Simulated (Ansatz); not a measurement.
Computed results, one entry a study. Some values are withheld and marked by numbers in brackets.

```xyz
16
Lattice="-4.242 4.242 7.607 4.242 -4.242 7.607 4.242 4.242 -7.607" Properties=species:S:1:pos:R:3 pbc="T T T" subject="CsPb2Br5 (I4/mcm): spin-orbit coupling beyond the local functionals" method="DFT, HSE06 with spin-orbit coupling, plane waves, PAW (and 1 further level or step)" program="Ansatz 0.2.0" settings_of_one_run="cutoff 420 eV, 2×2×2 k-mesh, default PAW, PAW set soft 2" cost="2 runs, 5.6 min in all on 1 × NVIDIA H100 80GB HBM3 (shared by 6 runs) with 3 threads of AMD EPYC 7R13 (Zen 3), shared host (the runs of this entry)" notes="Geometry: measured lattice cell, ions relaxed with r2SCAN; the structure entry is the Materials Project’s. The lattice is static and excitons are left out." hse06="3.88 eV" hse06_soc="[1]"
Cs    0.000    0.000   11.411
Cs    0.000    0.000    3.804
Pb    2.825    1.418    7.607
Pb    1.418    2.825    0.000
Pb   -1.418    2.825    7.607
Pb    5.660    1.418    0.000
Br    0.000    0.000    7.607
Br    0.000    0.000    0.000
Br    1.302    2.941    5.639
Br    2.941    1.302    1.968
Br    2.941    1.302   -1.968
Br    1.302    2.941    9.575
Br    1.302    5.544   -1.968
Br    2.941   -1.302    9.575
Br    2.941   -1.302    5.639
Br    1.302    5.544    1.968
```

Q: Give the missing entries.

[1] HSE06+SOC (CsPb2Br5): 3.29 eV. Against experiment, by HSE06+SOC: the gap of 3.29 eV lies −0.25 eV from the measured 3.54 eV (electronic, 2022).

[Paths, hosts, dates, memory and timing lines, banners, echoed tables and standing remarks are left out of the program output.]

[Logs are printed without paths, hosts, clocks, repeated set-up lines and the standing remarks that a program may print on its own settings, such as how far it seeks lower states.]

[Runs of the session that timed out or met a known fault of the program may be left out.]

[Cells called generated may have been cut or substituted from an entry of the Crystallography Open Database or the Materials Project.]

[Hosts, paths, dates, database ids (printed as entryN), source tags and the programs' standing remarks are cut or masked in the printed files.]
